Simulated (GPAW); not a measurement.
# The basis that the transmission of a Pt chain with a Li atom on top of one atom needs

Wanted: the zero-bias transmission of a Pt chain with a Li atom on top of one atom on a ladder of levels, with run times.

Calculated with GPAW 26.7.0; GPAW LCAO, PAW setups; Landauer transmission from Green's functions with principal layers (ASE), zero bias.

Most raw output is cut from this account.

## (1) The starting structure

The cell holds 16 atoms: 15 Pt and 1 Li. Cell: a = 9.000 Å, b = 9.000 Å, c = 36.000 Å, α = 90.0°, β = 90.0°, γ = 90.0°. Regions: left lead, 7 atoms (7 Pt); channel, 2 atoms (1 Pt and 1 Li); right lead, 7 atoms (7 Pt). Vacuum lies along a and b. The structure is stacked along c, and the current runs across the ab planes.

## (2) GPAW, dzp

The script solves lead and junction separately, takes H and S in the orbital basis, and joins semi-infinite leads through their self-energies; the dzp basis is the working standard.

File run.py:

```python
import json
import numpy as np
from ase import Atoms
from ase.transport.calculators import TransportCalculator
from gpaw import GPAW, FermiDirac
from gpaw.lcao.tools import get_lcao_hamiltonian
from scipy.linalg import eigh

# The junction with lead layers at both ends, along the third cell vector
device = Atoms(
    ['Pt', 'Pt', 'Pt', 'Pt', 'Pt', 'Pt', 'Pt', 'Pt', 'Li', 'Pt', 'Pt', 'Pt', 'Pt', 'Pt', 'Pt', 'Pt'],
    positions=[
        [4.50000, 4.50000, 1.20000],
        [4.50000, 4.50000, 3.60000],
        [4.50000, 4.50000, 6.00000],
        [4.50000, 4.50000, 8.40000],
        [4.50000, 4.50000, 10.80000],
        [4.50000, 4.50000, 13.20000],
        [4.50000, 4.50000, 15.60000],
        [4.50000, 4.50000, 18.00000],
        [6.95800, 4.50000, 18.00000],
        [4.50000, 4.50000, 20.40000],
        [4.50000, 4.50000, 22.80000],
        [4.50000, 4.50000, 25.20000],
        [4.50000, 4.50000, 27.60000],
        [4.50000, 4.50000, 30.00000],
        [4.50000, 4.50000, 32.40000],
        [4.50000, 4.50000, 34.80000]],
    cell=[[9.0, 0.0, 0.0], [0.0, 9.0, 0.0], [0.0, 0.0, 36.0]],
    pbc=True)

# One principal layer of the lead: the first 5 atoms of the device
lead = Atoms(
    ['Pt', 'Pt', 'Pt', 'Pt', 'Pt'],
    positions=[
        [4.50000, 4.50000, 1.20000],
        [4.50000, 4.50000, 3.60000],
        [4.50000, 4.50000, 6.00000],
        [4.50000, 4.50000, 8.40000],
        [4.50000, 4.50000, 10.80000]],
    cell=[[9.0, 0.0, 0.0], [0.0, 9.0, 0.0], [0.0, 0.0, 12.0]],
    pbc=True)

settings = dict(mode='lcao', basis='dzp', xc='PBE', h=0.2,
                occupations=FermiDirac(0.1), maxiter=250,
                mixer=dict(beta=0.1, nmaxold=8, weight=100.0),
                convergence=dict(density=0.0001))
energies = np.arange(-3, 3 + 1e-9, 0.075)
eta = 0.0001
n1, n2 = 1, 1
# k and -k transmit alike, so half of the mesh across the current serves
mesh = [(i, j) for i in range(n1) for j in range(n2) if (i, j) <= (-i % n1, -j % n2)]
weights = np.array([1 if (i, j) == (-i % n1, -j % n2) else 2 for i, j in mesh]) / (n1 * n2)

# [... helper functions left out ...]
fermi_lead = ground_state(lead, (1, 1, 10), 'lead.txt')
fermi_device = ground_state(device, (1, 1, 2), 'device.txt')
# [... loop over the mesh left out, but for ...]
        # Shift the lead onto the potential of the device's first layer
        shift = ((H[:, 0, 0] - H0[:, 0, 0]) / S0[0, 0]).real.mean()
# [...]
kT = 8.617333e-5 * 77
bias = [0.1, 0.2, 0.5, 1.0, 1.5, 2.0]
# [... integrals and printing left out ...]
```

The run is started by

```
$ OMP_NUM_THREADS=1 OPENBLAS_NUM_THREADS=1 python run.py
```

Elapsed: 2.3 min, on 1 thread of Intel Xeon Platinum 8488C (Sapphire Rapids), shared host; peak memory 1.4 GiB.

Numbers from this step:

- conductance: 3.817 G₀
- largest coupling past the next principal layer: 8.09e-6 eV
- largest misfit of the first principal layer: 0.1100 eV
- shift that aligns the lead: 0.002930 eV
- basis functions of the junction: 410
- basis functions of a principal layer: 135
- transmission at the Fermi level (one spin): 3.818

One spin. Table of transmission, zone mean by energy, zero at the Fermi level:

energy (eV), transmission, zone mean and a bar from the least value:
```
    -3.00       2.95 ###############
    -2.77       2.97 ###############
    -2.55       2.98 ###############
    -2.40       2.99 ###############
    -2.17       2.64 ############
    -1.95       2.95 ###############
    -1.73       2.98 ###############
    -1.57       2.95 ###############
    -1.35       3.95 ######################
    -1.12       4.74 ###########################
    -0.90       5.08 ##############################
    -0.75       5.13 ##############################
    -0.53       5.03 #############################
    -0.30       4.10 #######################
    -0.07       3.86 #####################
     0.00       3.82 #####################
     0.07       3.75 ####################
     0.30       3.01 ###############
     0.53       2.99 ###############
     0.75       1.00 #
     0.90       1.00 #
     1.12       1.00 #
     1.35       1.00 #
     1.57       1.00 #
     1.73       1.00 #
     1.95       1.00 #
     2.17       1.00 #
     2.40       1.00 #
     2.55       0.87 
     2.77       0.98 #
     3.00       0.97 #
```

Not self-consistent under bias; the bias window is split evenly. Table of current through one cell, from the zero-bias transmission by bias:

| bias (V) | current through one cell, from the zero-bias transmission (mA) |
| --- | --- |
| 0.100 | 0.0295 |
| 0.200 | 0.0590 |
| 0.500 | 0.145 |
| 1.000 | 0.292 |
| 1.500 | 0.441 |
| 2.000 | 0.559 |

The transmission of the three most open eigenchannels by energy, zero at the Fermi level:

| energy (eV) | channel 1 | channel 2 | channel 3 |
| --- | --- | --- | --- |
| -3.00 | 0.999 | 0.992 | 0.961 |
| -2.77 | 0.999 | 0.993 | 0.975 |
| -2.55 | 0.999 | 0.994 | 0.987 |
| -2.40 | 0.999 | 0.995 | 0.995 |
| -2.17 | 0.999 | 0.996 | 0.642 |
| -1.95 | 0.999 | 0.997 | 0.955 |
| -1.73 | 0.999 | 0.997 | 0.980 |
| -1.57 | 0.998 | 0.998 | 0.955 |
| -1.35 | 0.998 | 0.996 | 0.995 |
| -1.12 | 0.998 | 0.998 | 0.979 |
| -0.90 | 0.998 | 0.998 | 0.982 |
| -0.75 | 0.998 | 0.998 | 0.984 |
| -0.53 | 0.998 | 0.998 | 0.987 |
| -0.30 | 0.999 | 0.997 | 0.988 |
| -0.07 | 0.999 | 0.997 | 0.990 |
| 0.00 | 0.998 | 0.997 | 0.991 |
| 0.07 | 0.998 | 0.997 | 0.991 |
| 0.30 | 0.998 | 0.997 | 0.989 |
| 0.53 | 0.998 | 0.997 | 0.991 |
| 0.75 | 0.998 | 1.3e-6 | 5.6e-7 |
| 0.90 | 0.998 | 1.4e-6 | 4.0e-11 |
| 1.12 | 0.998 | 1.4e-6 | 0 |
| 1.35 | 0.998 | 1.4e-6 | 0 |
| 1.57 | 0.997 | 1.5e-6 | 0 |
| 1.73 | 0.997 | 1.5e-6 | 0 |
| 1.95 | 0.996 | 1.5e-6 | 0 |
| 2.17 | 0.995 | 1.6e-6 | 0 |
| 2.40 | 0.997 | 1.6e-6 | 0 |
| 2.55 | 0.871 | 1.7e-6 | 0 |
| 2.77 | 0.978 | 1.7e-6 | 0 |
| 3.00 | 0.975 | 1.8e-6 | 0 |

Couplings past the next layer reach 8.1e-6 eV, small enough to drop; the matrix elements of the cell's first layer differ from the bulk lead's by up to 0.11 eV. That layer keeps its own values in the calculation, and only beyond it is the lead taken as perfect. The Fermi levels of lead and junction count from different zeros of potential, one for each periodic cell; with both set to zero, the small remaining shift is what aligns them. Without spin-orbit coupling, which is large for these atoms, channel counts and T are those of the scalar-relativistic bands. By hand: G = 3.817 × 77.48 μS = 296 μS, a resistance of 3.38 kΩ; at 0.1 V a linear junction would pass 29.6 μA, and the integral over the bias window gives 29.5 μA.

## (3) Single-zeta polarised basis

The second zeta is dropped, the polarisation orbitals stay.

Changes to run.py since step 2:

```diff
@@ -43,3 +43,3 @@
 
-settings = dict(mode='lcao', basis='dzp', xc='PBE', h=0.2,
+settings = dict(mode='lcao', basis='szp(dzp)', xc='PBE', h=0.2,
                 occupations=FermiDirac(0.1), maxiter=250,
```

The job ended after 95 s (1 thread; peak memory 1.4 GiB).

Numbers from this step:

```yaml
conductance: 3.825 G₀
largest_coupling_past_the_next_principal_layer: 8.13e-6 eV
largest_misfit_of_the_first_principal_layer: 0.1320 eV
shift_that_aligns_the_lead: -0.006223 eV
basis_functions_of_the_junction: 229
basis_functions_of_a_principal_layer: 75
transmission_at_the_fermi_level_one_spin: 3.827
```

One spin. Transmission, zone mean against energy, zero at the Fermi level:

energy (eV), transmission, zone mean and a bar from the least value:
```
    -3.00       2.95 ################
    -2.85       2.96 ################
    -2.70       2.97 ################
    -2.55       2.98 ################
    -2.33       2.99 ################
    -2.17       2.95 ################
    -2.02       2.87 ###############
    -1.88       2.96 ################
    -1.73       2.97 ################
    -1.57       2.98 ################
    -1.35       3.90 ######################
    -1.20       4.47 ##########################
    -1.05       4.86 ############################
    -0.90       5.08 ##############################
    -0.75       5.14 ##############################
    -0.60       5.09 ##############################
    -0.38       4.76 ############################
    -0.23       3.91 ######################
    -0.07       3.87 ######################
     0.00       3.83 #####################
     0.07       3.75 #####################
     0.23       3.35 ##################
     0.38       2.98 ################
     0.60       2.97 ################
     0.75       1.00 ###
     0.90       1.00 ###
     1.05       1.00 ###
     1.20       1.00 ###
     1.35       1.00 ###
     1.57       1.00 ###
     1.73       1.00 ###
     1.88       1.00 ###
     2.02       1.00 ###
     2.17       0.99 ###
     2.33       1.00 ###
     2.55       0.52 
     2.70       0.97 ###
     2.85       0.98 ###
     3.00       0.97 ###
```

Not self-consistent under bias; the bias window is split evenly. Current through one cell, from the zero-bias transmission against bias:

```
bias (V)  current through one cell, from the zero-bias transmission (mA)
   0.100                                                          0.0296
   0.200                                                          0.0591
   0.500                                                           0.145
   1.000                                                           0.293
   1.500                                                           0.432
   2.000                                                           0.550
```

Table of transmission of the three most open eigenchannels by energy, zero at the Fermi level:

```
energy (eV)  channel 1  channel 2  channel 3
      -3.00      0.998      0.993      0.961
      -2.85      0.998      0.992      0.969
      -2.70      0.998      0.994      0.979
      -2.55      0.999      0.995      0.987
      -2.33      0.999      0.997      0.995
      -2.17      0.999      0.996      0.951
      -2.02      0.999      0.996      0.871
      -1.88      0.999      0.997      0.961
      -1.73      0.999      0.997      0.978
      -1.57      0.998      0.998      0.985
      -1.35      0.998      0.996      0.990
      -1.20      0.998      0.997      0.975
      -1.05      0.998      0.998      0.979
      -0.90      0.998      0.998      0.983
      -0.75      0.999      0.998      0.985
      -0.60      0.999      0.998      0.987
      -0.38      0.999      0.998      0.988
      -0.23      0.999      0.997      0.989
      -0.07      0.998      0.996      0.991
       0.00      0.998      0.996      0.992
       0.07      0.998      0.996      0.992
       0.23      0.997      0.996      0.991
       0.38      0.996      0.996      0.992
       0.60      0.996      0.994      0.982
       0.75      0.998     5.4e-7     3.7e-9
       0.90      0.998     5.4e-7    7.4e-12
       1.05      0.998     5.5e-7          0
       1.20      0.998     5.6e-7          0
       1.35      0.997     5.7e-7          0
       1.57      0.997     5.8e-7          0
       1.73      0.996     5.9e-7          0
       1.88      0.996     5.9e-7          0
       2.02      0.995     6.0e-7          0
       2.17      0.995     6.1e-7          0
       2.33      0.995     6.2e-7          0
       2.55      0.522     6.1e-7    1.7e-12
       2.70      0.975     6.4e-7          0
       2.85      0.977     6.5e-7          0
       3.00      0.974     6.6e-7          0
```

The conductance, 3.82 G₀, lies 0.2 % above that of the dzp run.

## (4) Minimal basis

One function for each valence shell of the setup, as for a first survey of a large system.

Changes to run.py since step 3:

```diff
@@ -43,3 +43,3 @@
 
-settings = dict(mode='lcao', basis='szp(dzp)', xc='PBE', h=0.2,
+settings = dict(mode='lcao', basis='sz(dzp)', xc='PBE', h=0.2,
                 occupations=FermiDirac(0.1), maxiter=250,
```

The job ended after 98 s (1 thread; peak memory 1.3 GiB).

This step gave:

| Quantity | Value |
| --- | --- |
| conductance | 3.806 G₀ |
| largest coupling past the next principal layer | 8.11e-6 eV |
| largest misfit of the first principal layer | 0.1407 eV |
| shift that aligns the lead | -0.006457 eV |
| basis functions of the junction | 181 |
| basis functions of a principal layer | 60 |
| transmission at the Fermi level (one spin) | 3.808 |

The conductance, 3.81 G₀, lies 0.3 % below that of the dzp run.

## (5) LDA in the dzp basis: xc = "LDA"

Back in the dzp basis, the functional changes from PBE to LDA, to set the spread between functionals beside that between bases.

Changes to run.py since step 4:

```diff
@@ -43,3 +43,3 @@
 
-settings = dict(mode='lcao', basis='sz(dzp)', xc='PBE', h=0.2,
+settings = dict(mode='lcao', basis='dzp', xc='LDA', h=0.2,
                 occupations=FermiDirac(0.1), maxiter=250,
```

Elapsed: 2.4 min, on 1 thread; peak memory 1.4 GiB.

Numbers from this step:

| Property | Result |
| --- | --- |
| conductance | 3.838 G₀ |
| largest coupling past the next principal layer | 8.32e-6 eV |
| largest misfit of the first principal layer | 0.1154 eV |
| shift that aligns the lead | 0.006506 eV |
| basis functions of the junction | 410 |
| basis functions of a principal layer | 135 |
| transmission at the Fermi level (one spin) | 3.839 |

One spin. Transmission, zone mean against energy, zero at the Fermi level:

energy (eV), transmission, zone mean and a bar from the least value:
```
  -3.0000       2.96 ##############
  -2.7750       2.97 ##############
  -2.4750       2.99 ##############
  -2.2500       2.99 ##############
  -2.0250       2.92 ##############
  -1.7250       2.98 ##############
  -1.5750       4.15 #######################
  -1.5000       3.17 ################
  -1.2750       3.95 #####################
  -0.9750       4.96 #############################
  -0.7500       5.15 ##############################
  -0.5250       5.08 ##############################
  -0.2250       3.92 #####################
   0.0000       3.84 #####################
   0.2250       3.44 ##################
   0.5250       2.99 ##############
   0.7500       1.00 
   0.9750       1.00 
   1.2750       1.00 
   1.5000       1.00 
   1.7250       1.00 
   2.0250       1.00 
   2.2500       0.99 
   2.4750       0.99 
   2.7750       0.97 
   3.0000       0.97
```

The conductance, 3.84 G₀, lies 0.6 % above that of the dzp run.

## (6) All levels side by side

Times are for 1 thread of Intel Xeon Platinum 8488C (Sapphire Rapids), shared host. The series side by side:

```
no.      run  conductance (G₀)     time  memory (GiB)
  1      dzp             3.817  2.3 min           1.4
  2      szp             3.825     95 s           1.4
  3       sz             3.806     98 s           1.3
  4  dzp LDA             3.838  2.4 min           1.4
```

## (7) Comparison

The curves are compared point by point over the common energies.

This step: comparison of transmission and cost over codes and levels (GPAW 26.7.0).

Ladder, by row:

| step | code | T at the Fermi level (sum over the listed spins) | conductance (G0) | r.m.s. T(E) from the first | wall time (s) | peak memory (GiB) | threads |
| --- | --- | --- | --- | --- | --- | --- | --- |
| dzp | GPAW | 3.818 | 3.817 | 0 | 139.2 | 1.43 | 1 |
| szp | GPAW | 3.827 | 3.825 | 0.2296 | 95.22 | 1.37 | 1 |
| sz | GPAW | 3.808 | 3.806 | 0.278 | 97.5 | 1.3 | 1 |
| dzp-LDA | GPAW | 3.839 | 3.838 | 0.1448 | 141.5 | 1.44 | 1 |

The transmission, zone mean, sum over the listed spins by energy, zero at the Fermi level:

```
energy (eV)    dzp    szp     sz  dzp-LDA
    -3.0000   2.95   2.95   2.96     2.96
    -2.7750   2.97   2.97   2.98     2.97
    -2.4750   2.98   2.98   2.99     2.99
    -2.2500   2.98   2.99   2.94     2.99
    -2.0250   2.92   2.87   2.94     2.92
    -1.7250   2.98   2.97   2.98     2.98
    -1.5750   2.95   2.98   2.99     4.15
    -1.5000   3.09   2.98   3.81     3.17
    -1.2750   3.93   3.93   3.94     3.95
    -0.9750   4.98   4.95   5.17     4.96
    -0.7500   5.13   5.14   5.30     5.15
    -0.6750   5.11   5.14   5.30     5.14
    -0.5250   5.03   5.13   5.26     5.08
    -0.2250   3.91   3.91   3.92     3.92
     0.0000   3.82   3.83   3.81     3.84
     0.2250   3.37   3.35   3.25     3.44
     0.5250   2.99   2.98   2.97     2.99
     0.7500  0.998  0.998  0.998    0.998
     0.9750  0.998  0.998  0.998    0.998
     1.2750  0.998  0.998  0.998    0.998
     1.5000  0.997  0.997  0.997    0.997
     1.7250  0.997  0.996  0.997    0.996
     2.0250  0.996  0.995  0.996    0.995
     2.2500  0.995  0.995  0.998    0.994
     2.4750  0.999  0.998  0.935    0.995
     2.7750  0.978  0.977  0.977    0.972
     3.0000  0.975  0.974  0.973    0.974
```

## (8) Density threshold 0.001: conv = 0.001

The Hamiltonian is taken from the last density. The density threshold is one of the tests that end the cycle; the energy must settle too, so a loose value may not be the test that decides.

This step: GPAW LCAO, PAW setups; Landauer transmission from Green's functions with principal layers (ASE), zero bias (GPAW 26.7.0).

Changes to run.py since step 5:

```diff
@@ -43,6 +43,6 @@
 
-settings = dict(mode='lcao', basis='dzp', xc='LDA', h=0.2,
+settings = dict(mode='lcao', basis='dzp', xc='PBE', h=0.2,
                 occupations=FermiDirac(0.1), maxiter=250,
                 mixer=dict(beta=0.1, nmaxold=8, weight=100.0),
-                convergence=dict(density=0.0001))
+                convergence=dict(density=0.001))
 energies = np.arange(-3, 3 + 1e-9, 0.075)
```

The job ended after 2.1 min (1 thread; peak memory 1.4 GiB).

This step gave:

```
conductance                                    : 3.814 G₀
largest coupling past the next principal layer : 8.09e-6 eV
largest misfit of the first principal layer    : 0.1084 eV
shift that aligns the lead                     : 6.04e-4 eV
transmission at the Fermi level (one spin)     : 3.816
```

(Continued in part 2 of 2.)

[Logs are printed without paths, hosts, clocks, repeated set-up lines and the standing remarks that a program may print on its own settings, such as how far it seeks lower states.]

[Hosts, paths, dates, database ids (printed as entryN), source tags and the programs' standing remarks are cut or masked in the printed files.]
